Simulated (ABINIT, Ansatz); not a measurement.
# Cl (Cmce): G0W0 with ABINIT, start to end, part 2 of 3

How does a plane-wave GW calculation on Cl (Cmce) run from the first input to the gap?

ABINIT 10.8.3; PBE and many-body steps on it, plane waves. Known limits of the many-body steps: not at the basis limit; coarse k mesh.

So far. Step 2 (Ground state): The gap is indirect, with the least direct gap 0.06 eV higher.

### 3. Bands along the symmetry lines

Level of this step: DFT, PBE, plane waves, norm-conserving pseudopotentials (ABINIT).

The cheap functional maps the bands first; the places of the edges decide which points the dearer methods must see.

File run.abi:

```
acell 3*1.0 Angstrom
rprim 
  3.145000000000 -2.250000000000 0.000000000000
  3.145000000000 2.250000000000 0.000000000000
  0.000000000000 0.000000000000 8.210000000000
ntypat 1
znucl 17
natom 4
typat 1 1 1 1
xred 
  0.870000000000 0.130000000000 0.100000000000
  0.630000000000 0.370000000000 0.600000000000
  0.130000000000 0.870000000000 0.900000000000
  0.370000000000 0.630000000000 0.400000000000
pp_dirpath "pseudos"
pseudos "Cl.upf"
ecut 25
iscf -2
irdden 1
kptopt 0
nkpt 92
kpt 
  0.00000000 0.00000000 0.00000000
  0.06250000 0.06250000 0.00000000
  0.12500000 0.12500000 0.00000000
  0.18750000 0.18750000 0.00000000
  0.25000000 0.25000000 0.00000000
  0.31250000 0.31250000 0.00000000
  0.37500000 0.37500000 0.00000000
  0.43750000 0.43750000 0.00000000
  0.50000000 0.50000000 0.00000000
  0.48474461 0.51525539 0.00000000
  0.46948923 0.53051077 0.00000000
  0.45423384 0.54576616 0.00000000
  0.43897845 0.56102155 0.00000000
  0.42372307 0.57627693 0.00000000
  0.40846768 0.59153232 0.00000000
  0.39321230 0.60678770 0.00000000
  0.37795691 0.62204309 0.00000000
  -0.37795691 0.37795691 0.00000000
  -0.33071230 0.33071230 0.00000000
  -0.28346768 0.28346768 0.00000000
  -0.23622307 0.23622307 0.00000000
  -0.18897845 0.18897845 0.00000000
  -0.14173384 0.14173384 0.00000000
  -0.09448923 0.09448923 0.00000000
  -0.04724461 0.04724461 0.00000000
  0.00000000 0.00000000 0.00000000
  0.00000000 0.00000000 0.06250000
  0.00000000 0.00000000 0.12500000
  0.00000000 0.00000000 0.18750000
  0.00000000 0.00000000 0.25000000
  0.00000000 0.00000000 0.31250000
  0.00000000 0.00000000 0.37500000
  0.00000000 0.00000000 0.43750000
  0.00000000 0.00000000 0.50000000
  -0.04724461 0.04724461 0.50000000
  -0.09448923 0.09448923 0.50000000
  -0.14173384 0.14173384 0.50000000
  -0.18897845 0.18897845 0.50000000
  -0.23622307 0.23622307 0.50000000
  -0.28346768 0.28346768 0.50000000
  -0.33071230 0.33071230 0.50000000
  -0.37795691 0.37795691 0.50000000
  0.37795691 0.62204309 0.50000000
  0.39321230 0.60678770 0.50000000
  0.40846768 0.59153232 0.50000000
  0.42372307 0.57627693 0.50000000
  0.43897845 0.56102155 0.50000000
  0.45423384 0.54576616 0.50000000
  0.46948923 0.53051077 0.50000000
  0.48474461 0.51525539 0.50000000
  0.50000000 0.50000000 0.50000000
  0.50000000 0.50000000 0.43750000
  0.50000000 0.50000000 0.37500000
  0.50000000 0.50000000 0.31250000
  0.50000000 0.50000000 0.25000000
  0.50000000 0.50000000 0.18750000
  0.50000000 0.50000000 0.12500000
  0.50000000 0.50000000 0.06250000
  0.50000000 0.50000000 0.00000000
  0.00000000 0.00000000 0.00000000
  0.00000000 0.06250000 0.00000000
  0.00000000 0.12500000 0.00000000
  0.00000000 0.18750000 0.00000000
  0.00000000 0.25000000 0.00000000
  0.00000000 0.31250000 0.00000000
  0.00000000 0.37500000 0.00000000
  0.00000000 0.43750000 0.00000000
  0.00000000 0.50000000 0.00000000
  0.00000000 0.50000000 0.06250000
  0.00000000 0.50000000 0.12500000
  0.00000000 0.50000000 0.18750000
  0.00000000 0.50000000 0.25000000
  0.00000000 0.50000000 0.31250000
  0.00000000 0.50000000 0.37500000
  0.00000000 0.50000000 0.43750000
  0.00000000 0.50000000 0.50000000
  0.00000000 0.43750000 0.50000000
  0.00000000 0.37500000 0.50000000
  0.00000000 0.31250000 0.50000000
  0.00000000 0.25000000 0.50000000
  0.00000000 0.18750000 0.50000000
  0.00000000 0.12500000 0.50000000
  0.00000000 0.06250000 0.50000000
  0.00000000 0.00000000 0.50000000
  0.06250000 0.06250000 0.50000000
  0.12500000 0.12500000 0.50000000
  0.18750000 0.18750000 0.50000000
  0.25000000 0.25000000 0.50000000
  0.31250000 0.31250000 0.50000000
  0.37500000 0.37500000 0.50000000
  0.43750000 0.43750000 0.50000000
  0.50000000 0.50000000 0.50000000
istwfk *1
nband 21
nbdbuf 2
tolwfr 1e-08
nstep 40
prtwf 0
prtvol 0
indata_prefix "in"
outdata_prefix "out"
tmpdata_prefix "tmp"
```

On the command line:

```bash
$ OMP_NUM_THREADS=1 mpirun -n 4 abinit run.abi > log
```

Numbers of over 12 decimals in the logs are rounded to 6 here.

Output:

```text
.Version 10.8.3 of ABINIT. v10.8.2 released Aug 2026.

 Symmetries : space group Cm c a (# 64); Bravais oC (1-face-center ortho.)
[... echo of the input left out ...]
== DATASET  1 ==================================================================
-   mpi_nproc: 4, omp_nthreads: 1 (-1 if OMP is not activated)

--- !DatasetInfo
iteration_state: {dtset: 1, }
dimensions: {natom: 4, nkpt: 92, mband: 21, nsppol: 1, nspinor: 1, nspden: 1, mpw: 4726, }
cutoff_energies: {ecut:  25.0, pawecutdg:  -1.0, }
electrons: {nelect:   2.80000000E+01, charge:   0.00000000E+00, occopt:   1.00000000E+00, tsmear:   1.00000000E-02, }

 Real(R)+Recip(G) space primitive vectors, cartesian coordinates (Bohr,Bohr^-1):
 R(1)=  5.9431887 -4.2518838  0.0000000  G(1)=  0.0841299 -0.1175949  0.0000000
 R(2)=  5.9431887  4.2518838  0.0000000  G(2)=  0.0841299  0.1175949  0.0000000
 R(3)=  0.0000000  0.0000000 15.5146515  G(3)=  0.0000000  0.0000000  0.0644552
 Unit cell volume ucvol=  7.8410265E+02 bohr^3
 Angles (23,13,12)=  9.00000000E+01  9.00000000E+01  7.11614758E+01 degrees

 getcut: wavevector=  0.0000  0.0000  0.0000  ngfft=  36  36  72
         ecut(hartree)=     25.000   => boxcut(ratio)=   2.06184

--- Pseudopotential description ------------------------------------------------
- Cl Generated using ONCVPSP code by D. R. Hamann
- 17.00000   7.00000  171031                  znucl, zion, pspdat
12 -101130 2 -1 1028                          pspcod,pspxc,lmax,lloc,mmax
     nproj     2     2     2
  pspatm : epsatm=    9.12776517
         --- l  ekb(1:nproj) -->
             0    8.139296    0.698720
             1    3.821713    1.107519
             2   -2.938609   -0.805455
 pspatm: atomic psp has been read  and splines computed

--------------------------------------------------------------------------------

================================================================================
 prteigrs : about to open file out_EIG
 Non-SCF case, kpt    1 (  0.00000  0.00000  0.00000), residuals and eigenvalues=
  9.10E-09  4.36E-09  3.03E-09  2.84E-09  2.33E-09  3.46E-09  6.47E-09  4.11E-09
  2.64E-09  3.58E-09  8.63E-09  6.28E-09  3.92E-09  5.99E-09  2.47E-09  8.22E-09
  9.45E-09  7.05E-09  9.02E-09  1.59E-05  1.13E-05
 -6.4091E-01 -6.3353E-01 -4.9406E-01 -4.7435E-01 -2.2600E-01 -1.9657E-01
 -1.2661E-01 -1.2203E-01 -1.0941E-01 -1.0909E-01 -5.6008E-02 -4.5071E-02
 -3.5652E-02 -3.2335E-02  6.0461E-02  8.1125E-02  2.2390E-01  2.4601E-01
[...]
Non-SCF case, kpt    2 (  0.06250  0.06250  0.00000), residuals and eigenvalues=
  8.20E-09  9.68E-09  3.71E-09  9.17E-09  7.66E-09  2.11E-09  3.67E-09  3.61E-09
[...]
5.04E-09  8.87E-09  9.11E-09  2.42E-05  3.23E-05
[...]
Non-SCF case, kpt    3 (  0.12500  0.12500  0.00000), residuals and eigenvalues=
[...]
2.71E-09  8.35E-09  2.97E-09  8.64E-06  3.91E-04
[...]
Non-SCF case, kpt   91 (  0.43750  0.43750  0.50000), residuals and eigenvalues=
[...]
Non-SCF case, kpt   92 (  0.50000  0.50000  0.50000), residuals and eigenvalues=
[...]
-1.6293E-01 -1.6293E-01 -1.3168E-01 -1.3168E-01 -5.6040E-02 -5.6040E-02
 -4.7061E-02 -4.7061E-02  6.4366E-02  6.4366E-02  2.9807E-01  2.9807E-01
[...]
--- !ResultsGS
iteration_state: {dtset: 1, }
comment   : Summary of ground state results
lattice_vectors:
- [  5.9431887,  -4.2518838,   0.0000000, ]
- [  5.9431887,   4.2518838,   0.0000000, ]
- [  0.0000000,   0.0000000,  15.5146515, ]
lattice_lengths: [   7.30753,    7.30753,   15.51465, ]
lattice_angles: [ 90.000,  90.000,  71.161, ] # degrees, (23, 13, 12)
lattice_volume:   7.8410265E+02
convergence: {deltae:  0.000E+00, res2:  0.000E+00, residm:  9.980E-09, diffor:  0.000E+00, }
etotal    :  -6.55896272E+01
entropy   :   0.00000000E+00
fermie    :  -3.02756789E-02
cartesian_stress_tensor: null
pressure_GPa: null
xred      :
- [  8.7000E-01,   1.3000E-01,   1.0000E-01, Cl]
- [  6.3000E-01,   3.7000E-01,   6.0000E-01, Cl]
- [  1.3000E-01,   8.7000E-01,   9.0000E-01, Cl]
- [  3.7000E-01,   6.3000E-01,   4.0000E-01, Cl]
cartesian_forces: null
force_length_stats: {min: null, max: null, mean: null, }

 Integrated electronic density in atomic spheres:
 ------------------------------------------------
 Atom  Sphere_radius  Integrated_density
[...]
================================================================================

 ----iterations are completed or convergence reached----

 Mean square residual over all n,k,spin=   54.933E-10; max=  99.800E-10
 reduced coordinates (array xred) for    4 atoms
[...]
0.130000000000      0.870000000000      0.900000000000
       0.370000000000      0.630000000000      0.400000000000

 cartesian coordinates (angstrom) at end:
    1      3.145000    -1.665000     0.821000
    2      3.145000    -0.585000     4.926000
    3      3.145000     1.665000     7.389000
    4      3.145000     0.585000     3.284000
 length scales=  1.889726125908  1.889726125908  1.889726125908 bohr
              =  1.000000000000  1.000000000000  1.000000000000 angstroms
 prteigrs : about to open file out_EIG
 Eigenvalues (hartree) for nkpt=  92  k points:
 kpt#   1, nband= 21, wtk=  1.00000, kpt=  0.0000  0.0000  0.0000 (reduced coord)
[...]
kpt#   2, nband= 21, wtk=  1.00000, kpt=  0.0625  0.0625  0.0000 (reduced coord)
[...]
kpt#   3, nband= 21, wtk=  1.00000, kpt=  0.1250  0.1250  0.0000 (reduced coord)
[...]
kpt#  91, nband= 21, wtk=  1.00000, kpt=  0.4375  0.4375  0.5000 (reduced coord)
[...]
0.29925    0.29925    0.33074    0.33075    0.34904
 kpt#  92, nband= 21, wtk=  1.00000, kpt=  0.5000  0.5000  0.5000 (reduced coord)
  -0.62997   -0.62997   -0.48167   -0.48167   -0.21248   -0.21248   -0.16293   -0.16293
  -0.13168   -0.13168   -0.05604   -0.05604   -0.04706   -0.04706    0.06437    0.06437
   0.29807    0.29807    0.33103    0.33104    0.34782

== END DATASET(S) ==============================================================
================================================================================

 -outvars: echo values of variables after computation  --------
            nband          21
             nkpt          92
          spgroup          64
 [... the other variables as echoed above ...]

 Calculation completed.
```

The job ended after 36 s (4 MPI ranks of Arm Neoverse V1, shared host; peak memory 0.39 GiB; 2.4 min of CPU time).

This step gave:

| Quantity | Value |
| --- | --- |
| gap | 2.457 eV |
| k of the valence top | 0.5, 0.5, 0 |
| k of the conduction bottom | -0.0945, 0.0945, 0 |
| least direct gap | 2.515 eV |

The gap is 2.457 eV, −0.012 eV from the run before at this level.

The electronic bands at the labelled points (eV, zero at the top of the highest filled band):

| point | band 11 | band 12 | band 13 | band 14 | band 15 | band 16 | band 17 | band 18 |
| --- | --- | --- | --- | --- | --- | --- | --- | --- |
| Γ | -0.70 | -0.40 | -0.15 | -0.06 | 2.47 | 3.03 | 6.92 | 7.52 |
| halfway | -0.71 | -0.45 | -0.37 | -0.07 | 2.55 | 2.88 | 8.41 | 8.55 |
| Y | -0.96 | -0.89 | -0.36 | 0.00 | 2.55 | 2.74 | 8.58 | 8.67 |
| halfway | -0.93 | -0.81 | -0.31 | 0.00 | 2.55 | 2.75 | 8.37 | 8.91 |
| F0 | -0.84 | -0.66 | -0.21 | -0.01 | 2.60 | 2.78 | 8.52 | 9.16 |
| jump to Δ0 | -0.84 | -0.66 | -0.21 | -0.01 | 2.60 | 2.78 | 8.52 | 9.16 |
| halfway | -0.40 | -0.30 | -0.24 | -0.05 | 2.64 | 2.98 | 8.22 | 8.70 |
| Γ | -0.70 | -0.40 | -0.15 | -0.06 | 2.47 | 3.03 | 6.92 | 7.52 |
| halfway | -0.70 | -0.49 | -0.13 | -0.07 | 2.51 | 2.91 | 7.11 | 7.57 |
| Z | -0.64 | -0.64 | -0.10 | -0.10 | 2.67 | 2.67 | 7.46 | 7.46 |
| halfway | -0.22 | -0.22 | -0.14 | -0.14 | 2.77 | 2.77 | 8.31 | 8.31 |
| B0 | -0.41 | -0.41 | -0.40 | -0.40 | 2.68 | 2.68 | 9.21 | 9.21 |
| jump to G0 | -0.41 | -0.41 | -0.40 | -0.40 | 2.68 | 2.68 | 9.21 | 9.21 |
| halfway | -0.61 | -0.61 | -0.44 | -0.44 | 2.61 | 2.61 | 8.99 | 8.99 |
| T | -0.70 | -0.70 | -0.46 | -0.46 | 2.58 | 2.58 | 8.93 | 8.93 |
| halfway | -0.85 | -0.80 | -0.47 | -0.13 | 2.54 | 2.68 | 8.67 | 8.79 |
| Y | -0.96 | -0.89 | -0.36 | 0.00 | 2.55 | 2.74 | 8.58 | 8.67 |
| jump to Γ | -0.70 | -0.40 | -0.15 | -0.06 | 2.47 | 3.03 | 6.92 | 7.52 |
| halfway | -0.42 | -0.30 | -0.25 | -0.15 | 2.54 | 2.97 | 7.90 | 8.17 |
| S | -0.51 | -0.51 | -0.15 | -0.15 | 2.85 | 2.85 | 8.30 | 8.30 |
| halfway | -0.46 | -0.46 | -0.09 | -0.09 | 2.80 | 2.80 | 8.40 | 8.40 |
| R | -0.43 | -0.43 | 0.00 | 0.00 | 2.75 | 2.75 | 8.52 | 8.52 |
| halfway | -0.39 | -0.39 | -0.16 | -0.16 | 2.75 | 2.75 | 8.05 | 8.05 |
| Z | -0.64 | -0.64 | -0.10 | -0.10 | 2.67 | 2.67 | 7.46 | 7.46 |
| halfway | -0.71 | -0.71 | -0.18 | -0.18 | 2.66 | 2.66 | 8.76 | 8.76 |
| T | -0.70 | -0.70 | -0.46 | -0.46 | 2.58 | 2.58 | 8.93 | 8.93 |

### 4. Empty states on the mesh, 4×4×2 mesh, 768 bands

The sums over transitions need many empty states on a uniform mesh; this step solves for them.

File run.abi:

```
acell 3*1.0 Angstrom
rprim 
  3.145000000000 -2.250000000000 0.000000000000
  3.145000000000 2.250000000000 0.000000000000
  0.000000000000 0.000000000000 8.210000000000
ntypat 1
znucl 17
natom 4
typat 1 1 1 1
xred 
  0.870000000000 0.130000000000 0.100000000000
  0.630000000000 0.370000000000 0.600000000000
  0.130000000000 0.870000000000 0.900000000000
  0.370000000000 0.630000000000 0.400000000000
pp_dirpath "pseudos"
pseudos "Cl.upf"
ecut 25
ngkpt 4 4 2
nshiftk 1
shiftk 0 0 0
kptopt 1
chksymbreak 0
irdden 1
istwfk *1
nband 768
prtvol 0
optdriver 6
gwr_task "HDIAGO"
paral_kgb 0
occopt 1
indata_prefix "in"
outdata_prefix "out"
tmpdata_prefix "tmp"
```

Output:

```text
[banner, memory and clock lines left out]
.Version 10.8.3 of ABINIT. v10.8.2 released Aug 2026.

 Symmetries : space group Cm c a (# 64); Bravais oC (1-face-center ortho.)
[... echo of the input left out ...]
== DATASET  1 ==================================================================
-   mpi_nproc: 4, omp_nthreads: 1 (-1 if OMP is not activated)

--- !DatasetInfo
iteration_state: {dtset: 1, }
dimensions: {natom: 4, nkpt: 14, mband: 768, nsppol: 1, nspinor: 1, nspden: 1, mpw: 4726, }
cutoff_energies: {ecut:  25.0, pawecutdg:  -1.0, }
electrons: {nelect:   2.80000000E+01, charge:   0.00000000E+00, occopt:   1.00000000E+00, tsmear:   1.00000000E-02, }

.Using double precision arithmetic; gwpc =  8

- Reading GS density from: in_DEN

--- Pseudopotential description ------------------------------------------------
- Cl Generated using ONCVPSP code by D. R. Hamann
- 17.00000   7.00000  171031                  znucl, zion, pspdat
12 -101130 2 -1 1028                          pspcod,pspxc,lmax,lloc,mmax
     nproj     2     2     2
  pspatm : epsatm=    9.12776517
         --- l  ekb(1:nproj) -->
             0    8.139296    0.698720
             1    3.821713    1.107519
             2   -2.938609   -0.805455
 pspatm: atomic psp has been read  and splines computed

   1.02230970E+03                                ecore*ucvol(ha*bohr**3)

 Total charge density [el/Bohr^3]
)     Maximum=    2.9110E-01  at reduced coord.    0.2222    0.9444    0.8889
)     Minimum=    1.3720E-03  at reduced coord.    0.2500    0.5000    0.1389
   Integrated=    2.8000E+01

 === KS gaps after direct diagonalization ===
 Indirect band gap semiconductor
 Fundamental gap:     2.469 (eV)
   VBM:    -0.824 (eV) at k: [ 5.0000E-01,  5.0000E-01,  0.0000E+00]
   CBM:     1.645 (eV) at k: [ 0.0000E+00,  0.0000E+00,  0.0000E+00]
 Direct gap:         2.525 (eV) at k: [ 0.0000E+00,  0.0000E+00,  0.0000E+00]

== END DATASET(S) ==============================================================

 -outvars: echo values of variables after computation  --------
           etotal      0.0000000000E+00
            nband         768
             nkpt          14
          spgroup          64
 [... the other variables as echoed above ...]

 Calculation completed.
```

The job ended after 4.9 min (4 MPI ranks; peak memory 5.1 GiB).

Numbers from this step:

```yaml
gap: 2.469 eV
k_of_the_valence_top: 0.5, 0.5, 0
k_of_the_conduction_bottom: 0, 0, 0
least_direct_gap: 2.525 eV
k_points_computed: 14
lowest_point_of_the_top_converged_band_above_the_valence_top: 193.1638 eV
```

On this mesh the gap is 2.469 eV.

### 5. Screening, 4×4×2 mesh, 318 bands, screening to 176.9 eV

The RPA dielectric matrix is built and inverted for each q.

This step: RPA screening on PBE, plane waves, norm-conserving pseudopotentials.

run.abi, as its differences from that of step 4:

```diff
@@ -22,10 +22,11 @@
 chksymbreak 0
-irdden 1
 istwfk *1
-nband 768
-prtvol 0
-optdriver 6
-gwr_task "HDIAGO"
-paral_kgb 0
 occopt 1
+irdwfk 1
+optdriver 3
+nband 318
+ecuteps 6.5
+inclvkb 2
+awtr 1
+symchi 1
 indata_prefix "in"
```

Output:

```text
.Version 10.8.3 of ABINIT. v10.8.2 released Aug 2026.

 Symmetries : space group Cm c a (# 64); Bravais oC (1-face-center ortho.)
[... echo of the input left out ...]
== DATASET  1 ==================================================================
-   mpi_nproc: 4, omp_nthreads: 1 (-1 if OMP is not activated)

--- !DatasetInfo
iteration_state: {dtset: 1, }
dimensions: {natom: 4, nkpt: 14, mband: 318, nsppol: 1, nspinor: 1, nspden: 1, mpw: 4726, }
cutoff_energies: {ecut:  25.0, pawecutdg:  -1.0, }
electrons: {nelect:   2.80000000E+01, charge:   0.00000000E+00, occopt:   1.00000000E+00, tsmear:   1.00000000E-02, }

 SCREENING: Calculation of the susceptibility and dielectric matrices

 Based on a program developped by R.W. Godby, V. Olevano, G. Onida, and L. Reining.
 Incorporated in ABINIT by V. Olevano, G.-M. Rignanese, and M. Torrent.
.Using double precision arithmetic ; gwpc =  8

[... cell and pseudopotentials left out ...]
--------------------------------------------------------------------------------

 ==== K-mesh for the wavefunctions ====
 Number of points in the irreducible wedge :    14
[... list of points left out ...]
 Together with  8 symmetry operations and time-reversal symmetry
 yields    32 points in the full Brillouin Zone.

 ==== Q-mesh for the screening function ====
 Number of points in the irreducible wedge :    14
[... list of points left out ...]
 Together with  8 symmetry operations and time-reversal symmetry
 yields    32 points in the full Brillouin Zone.

 setmesh: FFT mesh size selected  =    30x   30x   60
          total number of points  =        54000

 vcoul_init : cutoff-mode = AUXILIARY_FUNCTION
 q-points for optical limit:   1
     1)      0.000010    0.000020    0.000030

- screening: taking advantage of time-reversal symmetry
- Maximum band index for partially occupied states nbvw = 14
- Remaining bands to be divided among processors   nbcw = 304
- Number of bands treated by each node ~76

 Number of electrons calculated from density =   28.0000; Expected =   28.0000
 average of density, n =  0.035710
 r_s =    1.8838
 omega_plasma =   18.2284 [eV]

 calculating chi0 at frequencies [eV] :
  1    0.000000E+00    0.000000E+00
  2    0.000000E+00    1.822838E+01

--------------------------------------------------------------------------------
  q-point number  1        q = ( 0.000000, 0.000000, 0.000000) [r.l.u.]
--------------------------------------------------------------------------------
[... chi0 elements left out ...]
 For q-point:  0.000010 0.000020 0.000030
  dielectric constant =   2.8107
  dielectric constant without local fields =   3.4622

  Average fulfillment of the sum rule on Im[epsilon] for q-point    1 :     83.09  [%]
[... wings left out ...]
  q-point number  2        q = ( 0.250000, 0.000000, 0.000000) [r.l.u.]
--------------------------------------------------------------------------------
[... chi0 elements left out ...]
  Average fulfillment of the sum rule on Im[epsilon] for q-point    2 :     84.55  [%]

 [... 12 further q-points ...]
```

It took 11 min on 4 MPI ranks; peak memory 4.9 GiB; 42 min of CPU time.

Numbers from this step:

```
ε∞ with local fields, on this mesh, along the program's q direction : 2.811
the same without local fields                                       : 3.462
plasma frequency                                                    : 18.23 eV
plane waves in the screening matrix                                 : 611
```

Local fields lower ε∞ by 19 %. On a Γ-centred mesh this coarse the value itself is usually too large, while a short band sum pulls it down.

(Continued in part 3 of 3.)

[Paths, hosts, dates, memory and timing lines, banners, echoed tables and standing remarks are left out of the program output.]

[Logs are printed without paths, hosts, clocks, repeated set-up lines and the standing remarks that a program may print on its own settings, such as how far it seeks lower states.]

[Runs of the session that timed out or met a known fault of the program may be left out.]

[Hosts, paths, dates, database ids (printed as entryN), source tags and the programs' standing remarks are cut or masked in the printed files.]

[G0W0 gaps are taken among the corrected bands and points alone; a level outside them can change the order at an edge.]

[Where Ansatz stands beside ABINIT at settings called matched, ABINIT's density can come from a denser mesh and the files from another edition; pairs whose starting gaps differed by over 0.03 eV were left out, so agreement reads better than it is.]
